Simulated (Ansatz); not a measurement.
**SrPbSe3 (model cell, started as cubic perovskite with Pb in the octahedra): following an unstable mode**

Aim: this structure of SrPbSe3 (model cell, started as cubic perovskite with Pb in the octahedra) is to be tested for unstable modes, and one is followed downhill.

Program: Ansatz 0.2.0. Level of theory: DFT PBE, scalar-relativistic, plane waves, PAW; PAW set soft_1. Results are calculated unless marked as measured.

The structure was built from a prototype and need not be the compound's stable phase.

## 1. Set-up

It takes space group Pm-3m (No. 221, cubic). Conventional cell: a = 5.458 Å, b = 5.458 Å, c = 5.458 Å, α = 90.00°, β = 90.00°, γ = 90.00°. Nearest to Sr lie 12 Se at 3.86 Å. Nearest to Pb lie 6 Se at 2.73 Å. Nearest to Se lie 2 Pb at 2.73 Å and 4 Sr at 3.86 Å. Farther neighbours and most contacts between anions are not listed.

## 2. Phonons on a q mesh

The cell comes from relaxations at this level that are not shown. Stability and thermal properties need the whole zone. Linear response on a 2×2×2 q mesh gives force constants as far as a supercell of that size would.

File input.yaml:

```yaml
crystal:
  lattice:
    - [5.4577123742, 0.0, 0.0]
    - [0.0, 5.4577123742, 0.0]
    - [0.0, 0.0, 5.4577123742]
  atoms:
    - { symbol: Sr, position: [0.0, 0.0, 0.0] }
    - { symbol: Pb, position: [0.5, 0.5, 0.5] }
    - { symbol: Se, position: [0.5, 0.5, 0.0] }
    - { symbol: Se, position: [0.5, 0.0, 0.5] }
    - { symbol: Se, position: [0.0, 0.5, 0.5] }
kpoints:
  mp_grid: { grid: [8, 8, 8] }
hamiltonian:
  xc: pbe
  pseudopotentials: { kind: paw, azcp: { folder: soft_1 } }
scf:
  occupations: { method: methfessel_paxton, width: 0.2 }
output:
  eigenvalues: true
phonons:
  method: dfpt
  qmesh: [2, 2, 2]
  temperatures: { t_max: 1000, t_step: 50 }
  qpath:
    path:
      - [[0.0, 0.0, 0.0], [0.0, 0.5, 0.0], [0.5, 0.5, 0.0], [0.0, 0.0, 0.0], [0.5, 0.5, 0.5], [0.0, 0.5, 0.0]]
      - [[0.5, 0.5, 0.5], [0.5, 0.5, 0.0]]
    npoints: 10
```

Launch:

```sh
$ ansatz run input.yaml --threads 4 --pin off --max-ram 16384MiB --backend cpu --events-out ev --progress --plain --runs-dir out
```

Numbers of over 12 decimals in the logs are rounded to 6 here.

The program printed:

```text
Engine: ansatz 0.2.0, aarch64-unknown-linux-gnu
Pseudopotentials: kind: paw
Pseudopotential: Sr, paw, valence charge 10, recommended cutoff 420 eV (normal), soft_1/Sr.paw.azcp
Pseudopotential: Pb, paw, valence charge 14, recommended cutoff 420 eV (normal), soft_1/Pb.paw.azcp
Pseudopotential: Se, paw, valence charge 16, recommended cutoff 420 eV (normal), soft_1/Se.paw.azcp
Functional definition: PBE
  parameter kappa = 0.804
  parameter beta = 0.066725
  exchange = pbe_x(kappa = kappa, mu = beta*pi^2/3)
  correlation = pbe_c(beta = beta)
Crystal: 5 atoms, lattice volume = 162.567 Å³
Basis set: ecut = 420 eV, 3191 PW (Γ), exchange–correlation on 80×80×80 points (8 copies of the dense FFT grid, shifted against one another)
Bands: 44, of which v1, the nominal top of the filled ones, is band 36 counted from 1 (35 counted from 0)
Symmetry: 48 space group operations
k-points: 35 of 512
Non-local potential: Sr, projectors of the file, l = 0: 3, l = 1: 2, l = 2: 2
Non-local potential: Pb, projectors of the file, l = 0: 2, l = 1: 2, l = 2: 2, l = 3: 1
Non-local potential: Se, projectors of the file, l = 0: 2, l = 1: 2, l = 2: 3, l = 3: 1
PAW form: soft (Blöchl's): semilocal exchange-correlation on the pseudo side does not see the compensation charge
PAW one-centre angular grid: Sr, 110 points (default); XC on 64 Gauss nodes
PAW one-centre angular grid: Pb, 590 points (default); XC on 64 Gauss nodes
PAW one-centre angular grid: Se, 590 points (default); XC on 64 Gauss nodes
Initial density: superposition of atomic densities (chi_scale 0.1, normalization cell, long waves kept (reshape's long-wave potential 0.00 eV rms))
Initial wavefunctions: pseudopotential atomic-orbital guess
Functional: x = pbe(κ = 0.804, μ = 0.219515), c = pbe(β = 0.066725)
SCF iter   1: F=—  HF=-31864.221374 eV  |F-HF|=—  |Δ(HF+E_count)|=         —  Δρ=2.98e-2  dr2=3.21e0  ethr=3.10e-3  ⟨swp⟩=8.5  Hψ=7447  notcnv=0
preconditioner: auto → Kerker (q_TF=auto, 2.382 Å⁻¹)  [metal: Δε(μ)=0.009 eV  Ē_g=10.288 eV  σ=0.200 eV  W_gap=0.04  n_scr=32 (ndim 8)  ℏωp=17.0 eV  f_vac=0.004  D(μ)=3.47/eV (n_scr^D=18)]
SCF iter   2: F=—  HF=-31863.562834 eV  |F-HF|=—  |Δ(HF+E_count)|=   6.59e-1  S|Δr|=    0.00e0  Δρ=1.92e-2  dr2=1.64e0  ethr=3.10e-3  ⟨swp⟩=3.0  Hψ=2177  notcnv=0  defer=52
SCF iter   3: F=—  HF=-31862.995038 eV  |F-HF|=—  |Δ(HF+E_count)|=   5.68e-1  S|Δr|=    0.00e0  Δρ=5.15e-3  dr2=1.03e-1  ethr=2.28e-3  ⟨swp⟩=3.7  Hψ=3714  notcnv=0  defer=72
SCF iter   4: F=—  HF=-31862.969662 eV  |F-HF|=—  |Δ(HF+E_count)|=   2.54e-2  S|Δr|=    0.00e0  Δρ=1.93e-3  dr2=1.61e-2  ethr=1.43e-4  ⟨swp⟩=2.0  Hψ=2862  notcnv=0  defer=71
SCF iter   5: F=—  HF=-31862.962082 eV  |F-HF|=—  |Δ(HF+E_count)|=   7.58e-3  S|Δr|=    0.00e0  Δρ=9.42e-4  dr2=4.67e-3  ethr=2.23e-5  ⟨swp⟩=2.0  Hψ=2727  notcnv=0  defer=71
SCF iter   6: F=—  HF=-31862.961171 eV  |F-HF|=—  |Δ(HF+E_count)|=   9.11e-4  S|Δr|=    0.00e0  Δρ=5.27e-4  dr2=1.24e-3  ethr=6.48e-6  ⟨swp⟩=2.8  Hψ=2718  notcnv=0  defer=70
SCF iter   7: F=—  HF=-31862.961087 eV  |F-HF|=—  |Δ(HF+E_count)|=   8.45e-5  S|Δr|=    0.00e0  Δρ=1.61e-4  dr2=6.89e-5  ethr=1.72e-6  ⟨swp⟩=2.4  Hψ=2579  notcnv=0  defer=69
SCF iter   8: F=—  HF=-31862.961143 eV  |F-HF|=—  |Δ(HF+E_count)|=   5.65e-5  S|Δr|=    0.00e0  Δρ=3.90e-5  dr2=5.67e-6  ethr=9.57e-8  ⟨swp⟩=2.1  Hψ=2372  notcnv=0  defer=69
SCF iter   9: F=—  HF=-31862.961142 eV  |F-HF|=—  |Δ(HF+E_count)|=   1.31e-6  S|Δr|=    0.00e0  Δρ=1.03e-5  dr2=1.84e-7  ethr=7.88e-9  ⟨swp⟩=2.0  Hψ=2231  notcnv=0  defer=72
SCF iter  10: F=—  HF=-31862.961142 eV  |F-HF|=—  |Δ(HF+E_count)|=   4.46e-7  S|Δr|=    0.00e0  Δρ=2.20e-6  dr2=7.43e-9  ethr=2.55e-10  ⟨swp⟩=2.1  Hψ=2201  notcnv=0  defer=72
[...]
SCF 1 converged in 14 iterations: F = -31862.961142 eV  dr2 = 2.47e-12
  greatest PAW one-centre occupation: 1.000 electrons in one spin orbital (limit 2), on the Se atom at site 4 (counted from 0), in its partial waves of l = 2
Initial density: read from a saved state, or passed on in memory by an earlier SCF of this step, an earlier step, the calling program or the single point that the run made first
iter 1 solved again at ethr=5.25e-6 eV; its pass at ethr=3.10e-3 eV (dr2=3.78e-3 eV) is discarded
SCF iter   1: F=—  HF=-31862.961140 eV  |F-HF|=—  |Δ(HF+E_count)|=         —  Δρ=5.86e-6  dr2=2.07e-8  ethr=5.25e-6  ⟨swp⟩=3.1  Hψ=10649  notcnv=0
eigensolver tolerance schedule: the retry pair's looser diagonalisation over-reported the residual by 183136.82 of it (diagonalisation noise at an unbounded share of the residual, at the tolerance the schedule requests for it); recorded, not acted on — ethr = c·dr2/N_el stays at c = 1.0e-1
preconditioner: auto → LDOS  [metal: Δε(μ)=0.010 eV  Ē_g=13.413 eV  σ=0.200 eV  W_gap=0.04  n_scr=32 (ndim 8)  ℏωp=18.4 eV  f_vac=0.041  D(μ)=3.28/eV (n_scr^D=18)  β→1.0]
SCF iter   2: F=—  HF=-31862.961142 eV  |F-HF|=—  |Δ(HF+E_count)|=   1.92e-6  S|Δr|=    0.00e0  Δρ=6.65e-6  dr2=2.92e-8  ethr=2.87e-11  ⟨swp⟩=5.1  Hψ=5452  notcnv=0
SCF iter   3: F=—  HF=-31862.961142 eV  |F-HF|=—  |Δ(HF+E_count)|=   5.67e-9  S|Δr|=    0.00e0  Δρ=3.06e-6  dr2=5.48e-9  ethr=2.87e-11  ⟨swp⟩=3.0  Hψ=2897  notcnv=0
SCF iter   4: F=—  HF=-31862.961142 eV  |F-HF|=—  |Δ(HF+E_count)|=  1.38e-10  S|Δr|=    0.00e0  Δρ=2.25e-6  dr2=3.05e-9  ethr=7.61e-12  ⟨swp⟩=1.0  Hψ=1540  notcnv=0
SCF iter   5: F=—  HF=-31862.961142 eV  |F-HF|=—  |Δ(HF+E_count)|=  6.55e-11  S|Δr|=    0.00e0  Δρ=1.59e-6  dr2=1.52e-9  ethr=4.23e-12  ⟨swp⟩=1.0  Hψ=1540  notcnv=0
SCF iter   6: F=—  HF=-31862.961142 eV  |F-HF|=—  |Δ(HF+E_count)|=  3.64e-11  S|Δr|=    0.00e0  Δρ=9.27e-7  dr2=5.17e-10  ethr=2.11e-12  ⟨swp⟩=1.3  Hψ=1550  notcnv=0
SCF iter   7: F=—  HF=-31862.961142 eV  |F-HF|=—  |Δ(HF+E_count)|=    0.00e0  S|Δr|=    0.00e0  Δρ=4.90e-7  dr2=1.44e-10  ethr=1.00e-12  ⟨swp⟩=1.7  Hψ=1566  notcnv=0
SCF iter   8: F=—  HF=-31862.961142 eV  |F-HF|=—  |Δ(HF+E_count)|=    0.00e0  S|Δr|=    0.00e0  Δρ=1.92e-7  dr2=2.22e-11  ethr=1.00e-12  ⟨swp⟩=1.0  Hψ=1540  notcnv=0
SCF iter   9: F=-31862.961142 eV  HF=-31862.961142 eV  |F-HF|=7.28e-12  |Δ(HF+E_count)|=  1.46e-11  S|Δr|=    0.00e0  Δρ=6.21e-8  dr2=2.21e-12  ethr=1.00e-12  ⟨swp⟩=4.1  Hψ=3726  notcnv=0
SCF 2 converged in 9 iterations: F = -31862.961142 eV  dr2 = 2.21e-12
  greatest PAW one-centre occupation: 1.000 electrons in one spin orbital (limit 2), on the Se atom at site 3 (counted from 0), in its partial waves of l = 2
phonons: the bands overlap, so this run is a metal and interpolates without the dipole-dipole term. If the crystal is really an insulator or semiconductor, its LO-TO splitting is missing
NSCF: frozen V_eff on 35 k-points
WARN: eigensolver did not converge (k=1): 1 band(s) unlocked after 20 sweeps at ethr=1.56e-12 eV (storage-precision floor; scheduled 1.00e-12 eV) (lowest unlocked band 43, counted from 0; max residual 3.39e-4 eV among the unlocked bands, 3.39e-4 eV over every band; other slots of this pass that fall short are told together in one closing line; warning suppressed until the next SCF loop or pass starts)
WARN: eigensolver did not converge in 6 slots of this pass, the one above among them; of largest residual over every band (k=1): 1 band(s) unlocked (lowest unlocked band 43, counted from 0; max residual 3.39e-4 eV among the unlocked bands, 3.39e-4 eV over every band); of lowest unlocked band (k=1): band 43
NSCF: frozen V_eff on 125 k-points
DFPT response loops at q = (0, 0, 0) (fractional): preconditioner auto → Kerker (q_TF=auto, 2.382 Å⁻¹) (partly filled bands, converged f_vac=0.041); β = 1.00, the filter's whole step (`scf.mixing.beta` (0.50) is not read by the response loops under this deck's `scf.mixing.preconditioner`; to damp them name `kerker` or `kerker_dos`, under which they read `scf.mixing.beta`, and type it under 1.00, their step now; both keys bind the ground state too); Broyden in place of MSR1
NSCF: frozen V_eff on 250 k-points
DFPT response loops at q = (0, 0, -0.5) (fractional): mixed as the last ones told, above
NSCF: frozen V_eff on 250 k-points
DFPT response loops at q = (0, -0.5, -0.5) (fractional): mixed as the last ones told, above
NSCF: frozen V_eff on 250 k-points
DFPT response loops at q = (-0.5, -0.5, -0.5) (fractional): mixed as the last ones told, above
SCF converged after 14 iterations
Stability not checked: this state was not tested for a lower state beside it, because cold or Methfessel-Paxton smearing, or corrected tetrahedra, fill the levels in a way that the test cannot read (fill_not_monotonic; see scf.lower_state_search)
Free energy (F): -31862.961142 eV
Harris-Foulkes:  -31862.961142 eV  (|F-HF|=0.00e0)
Internal energy: -31862.958139 eV  (E = F + TS)
E sigma→0 (E₀):  -31862.960391 eV
Entropy (-TS):   -0.003004 eV (-0.601 meV/atom)
Fermi energy:    6.321537 eV
--- Per-component energies (eV) ---
  E_band       = -1408.049249
  E_kinetic    = 854.583263
  E_local      = -11137.584248  (includes V_loc(G=0)·N_el)
  E_nonlocal   = -522.520582
  E_hartree    = 5421.595668
  E_xc         = -633.160392
  E_vxc        = -560.711840  (∫ρ·V_xc dr)
  E_paw        = -19478.964154  (= ΣΔE_a)
  E_vpaw       = -885.006096  (= ΣTr[D̂ρ^β])
  E_aug_tail   = -0.001155  (compensation charges beyond the density's cutoff)
  E_ewald      = -6366.906539
  E_smearing   = -0.003004  (= −TS)
  E_closure    = 0.000000  (closes the sum)
  Σ components = -31862.961142   (vs F -31862.961142, Δ=0.00e0)
--- Band table (eV; the first three rows and the last of 35) ---
  k-point 0: bands = [... 32 lower, 5.5466, 5.5466, 5.6867, 5.6867, 5.6867, 8.0751, 9.2359, 9.2359, ... 4 higher]
  k-point 1: bands = [... 32 lower, 5.4847, 5.4847, 5.5818, 5.6492, 5.6492, 8.3762, 9.3388, 9.4317, ... 4 higher]
  k-point 2: bands = [... 32 lower, 5.3126, 5.3126, 5.5892, 5.5892, 5.6066, 9.0618, 9.6099, 9.9031, ... 4 higher]
  k-point 34: bands = [... 32 lower, 5.9375, 6.5794, 6.5794, 6.5794, 8.6128, 8.6720, 8.6720, 8.6720, ... 4 higher]
--- Phonons (Γ-DFPT): 4 representative perturbations + reference (Σ response iterations 12) ---
  ASR residual: 6.902e-5 → 0.000e0 eV/Å²; symmetrization residual: 3.022e-5 eV/Å²
  ASR residual per site (eV/Å²): 6.90e-5 1.67e-5 3.71e-5 3.71e-5 3.71e-5
  Γ frequencies (cm⁻¹): -81.13 -81.13 -81.13 -63.42 -63.42 -63.42 -17.11 -17.11 -17.11 0.00 0.00 0.00 193.21 193.21 193.21
--- Phonons (arbitrary-q DFPT): 4 irreducible q on the 2×2×2 mesh ---
  q = [0.0000, 0.0000, 0.0000] (star 1, of the zone-centre solve; hermiticity 6.92e-6, symmetrization 1.68e-11): -81.13 -81.13 -81.13 -63.42 -63.42 -63.42 -17.11 -17.11 -17.11 -0.00 0.00 0.00 193.21 193.21 193.21
  q = [0.0000, 0.0000, -0.5000] (star 3, 9 solved perturbations in 975 linear systems a pass and spin channel, the states on 125 of 512 k-point pairs; hermiticity 5.22e-6, symmetrization 1.53e-11): -77.95 -77.95 -73.78 -65.83 -60.14 -60.14 -35.42 -32.29 -32.29 20.60 20.60 111.54 175.34 195.38 195.38
  q = [0.0000, -0.5000, -0.5000] (star 3, 9 solved perturbations in 975 linear systems a pass and spin channel, the states on 125 of 512 k-point pairs; hermiticity 1.09e-5, symmetrization 8.41e-13): -90.14 -90.14 -76.62 -64.95 -64.95 -46.29 16.69 16.69 19.60 31.07 113.15 113.15 164.55 179.74 197.83
  q = [-0.5000, -0.5000, -0.5000] (star 1, 4 solved perturbations in 350 linear systems a pass and spin channel, the states on 125 of 512 k-point pairs; hermiticity 2.37e-6, symmetrization 2.68e-12): -80.19 -80.19 -80.19 -79.56 -79.56 -79.56 50.96 50.96 50.96 115.22 115.22 115.22 163.27 163.27 197.52
  sum rule: each row above includes the acoustic sum rule's correction from the zone centre's row sums; it moved no ω² by more than (0.46 cm⁻¹)²
  mesh force constants: q→R imaginary residual 3.53e-18; ASR residual 6.902e-5 → 0.000e0 eV/Å²; symmetrization residual 5.329e-15 eV/Å²
  interpolated dispersion: 62 rows × 15 modes
  density of states and harmonic sums: on the 12×12×12 q-mesh, interpolated from the force constants of a 2×2×2 supercell (no non-analytic term)
  largest difference from the sums on the solved wave vectors: F 7.83e-2 eV, S 1.17e-4 and C_V 3.83e-5 eV/K
  zero-point energy: 0.050563 eV/cell   skipped modes (ω ≤ 0): 630, of them read as no rigid motion or as one in doubt: 627 (7.429e0 modes/cell left out, lowest -90.14 cm⁻¹)   left out of the sums: 4.95e-1 of the cell's modes: C_V's classical limit lies that fraction below 3 k_B per atom; for a crystal, a wire or a layer, F and S can be off by more, and a phonons.interpolated_qmesh denser along its periods is the remedy for the sampling
```

Run time: 11 min. Hardware: 4 threads of Arm Neoverse V1, shared host; peak memory 2.3 GiB.

This step gave:

```
volume per atom                                         : 32.51 Å³
gap on the k-mesh                                       : 0 eV
sum-rule residual before enforcement                    : 6.90e-5 eV/Å²
lowest frequency on the path                            : -90.14 cm⁻¹
point group                                             : m-3m
highest frequency on the path or at a solved wavevector : 197.8 cm⁻¹
highest optical mode at the zone centre (no LO-TO term) : 193.2 cm⁻¹
lowest optical zone-centre mode                         : -81.13 cm⁻¹
lowest mode on the q mesh (acoustic modes at Γ apart)   : -90.14 cm⁻¹
```

Frequencies (cm⁻¹) solved at each irreducible wavevector; negative means imaginary. Frequencies by wavevector, by row:

```
q in reciprocal lattice units  star  mode 1  mode 2  mode 3  mode 4  mode 13  mode 14  mode 15
                        0 0 0     1   -81.1   -81.1   -81.1   -63.4    193.2    193.2    193.2
                     0 0 -0.5     3     -78     -78   -73.8   -65.8    175.3    195.4    195.4
                  0 -0.5 -0.5     3   -90.1   -90.1   -76.6     -65    164.6    179.7    197.8
               -0.5 -0.5 -0.5     1   -80.2   -80.2   -80.2   -79.6    163.3    163.3    197.5
```

Interpolated from a 2×2×2 q mesh. Phonon branches along the path, in cm⁻¹:

```
    point  branch 1  branch 2  branch 3  branch 4  branch 12  branch 13  branch 14  branch 15
        Γ       -81       -81       -81       -63          0        193        193        193
  halfway       -79       -79       -74       -69         74        186        194        194
        X       -78       -78       -74       -66        112        175        195        195
  halfway       -84       -79       -78       -73        112        172        188        197
        M       -90       -90       -77       -65        113        165        180        198
  halfway       -84       -75       -74       -71         76        183        189        195
        Γ       -81       -81       -81       -63          0        193        193        193
  halfway       -81       -81       -76       -70         80        183        183        195
        R       -80       -80       -80       -80        115        163        163        198
  halfway       -82       -80       -76       -76        113        170        183        196
        X       -78       -78       -74       -66        112        175        195        195
jump to R       -80       -80       -80       -80        115        163        163        198
  halfway       -85       -85       -78       -74        114        164        175        197
        M       -90       -90       -77       -65        113        165        180        198
```

Symmetry leaves 4 wavevectors to solve. The lowest mode among them, the acoustic zeros apart, lies at q = (0, -0.5, -0.5) and is imaginary, 90.1i cm⁻¹, so the energy falls along it.

## 3. The mode frozen in, largest atomic shift 0 Å

The mode followed lies at q = (0, -0.5, -0.5) with frequency 90.1i cm⁻¹ and is 2-fold degenerate, the softest among the wavevectors solved. At small amplitude the distorted cell has space group no. 51 by a symmetry search on the positions. The undistorted cell that holds it gives the zero of energy on the same k mesh.

System of this step: SrPbSe3 (model cell, started as cubic perovskite with Pb in the octahedra). Symmetry: Pm-3m, No. 221, cubic system. Conventional cell: a = 5.458 Å, b = 5.458 Å, c = 5.458 Å, α = 90.00°, β = 90.00°, γ = 90.00°. Nearest to Sr lie 12 Se at 3.86 Å. Nearest to Pb lie 6 Se at 2.73 Å. Nearest to Se lie 2 Pb at 2.73 Å and 4 Sr at 3.86 Å. Nearest to Se lie 2 Pb at 2.73 Å and 4 Sr at 3.86 Å. Farther neighbours and most contacts between anions are not listed.

File input.yaml:

```yaml
crystal:
  lattice:
    - [-5.4577123742, 0.0, 0.0]
    - [0.0, -5.4577123742, -5.4577123742]
    - [0.0, -5.4577123742, 5.4577123742]
  atoms:
    - { symbol: Sr, position: [0.0, 0.5, 0.5] }
    - { symbol: Sr, position: [0.0, 1.0, 1.0] }
    - { symbol: Pb, position: [0.5, 0.0, 0.5] }
    - { symbol: Pb, position: [0.5, 0.5, 0.0] }
    - { symbol: Se, position: [0.5, 0.25, 0.25] }
    - { symbol: Se, position: [0.5, 0.75, 0.75] }
    - { symbol: Se, position: [0.5, 0.25, 0.75] }
    - { symbol: Se, position: [0.5, 0.75, 0.25] }
    - { symbol: Se, position: [1.0, 0.0, 0.5] }
    - { symbol: Se, position: [1.0, 0.5, 0.0] }
kpoints:
  mp_grid: { grid: [8, 6, 6] }
hamiltonian:
  xc: pbe
  pseudopotentials: { kind: paw, azcp: { folder: soft_1 } }
scf:
  occupations: { method: methfessel_paxton, width: 0.2 }
output:
  forces: true
  stress: true
  eigenvalues: true
```

The program printed:

```text
[...]
Crystal: 10 atoms, lattice volume = 325.134 Å³
Basis set: ecut = 420 eV, 6359 PW (Γ), exchange–correlation on 80×108×108 points (8 copies of the dense FFT grid, shifted against one another)
Bands: 87, of which v1, the nominal top of the filled ones, is band 72 counted from 1 (71 counted from 0)
Symmetry: 32 space group operations
[...]
k-points: 50 of 288
[...]
k-point 0: bands = [... 68 lower, 5.6810, 5.6845, 5.6845, 5.9401, 6.5000, 8.0650, 8.1235, 9.2239, ... 11 higher]
  k-point 1: bands = [... 68 lower, 5.5585, 5.6401, 5.7068, 5.7361, 6.3938, 7.4991, 8.3311, 9.3374, ... 11 higher]
  k-point 2: bands = [... 68 lower, 5.4865, 5.4891, 5.5238, 5.8120, 6.2012, 6.5311, 8.9256, 9.6269, ... 11 higher]
  k-point 49: bands = [... 68 lower, 5.9197, 5.9197, 6.4835, 6.4835, 8.1139, 8.1139, 9.5063, 9.5063, ... 11 higher]
[key lines of the parts left out:]
SCF converged after 11 iterations
Free energy (F): -63725.922207 eV
Fermi energy:    6.273553 eV
P = ⅓ Tr σ = 0.1085 GPa (1.085 kbar)
```

Wall time 28 s (4 threads); peak memory 1.5 GiB; 1.9 min of CPU time.

Numbers from this step:

* pressure: 0.1085 GPa
* energy from the undistorted cell: 0 meV/atom

The run ends at a pressure of 0.11 GPa.

(Continued in part 2 of 3.)

[Logs are printed without paths, hosts, clocks, repeated set-up lines and the standing remarks that a program may print on its own settings, such as how far it seeks lower states.]

[Hosts, paths, dates, database ids (printed as entryN), source tags and the programs' standing remarks are cut or masked in the printed files.]
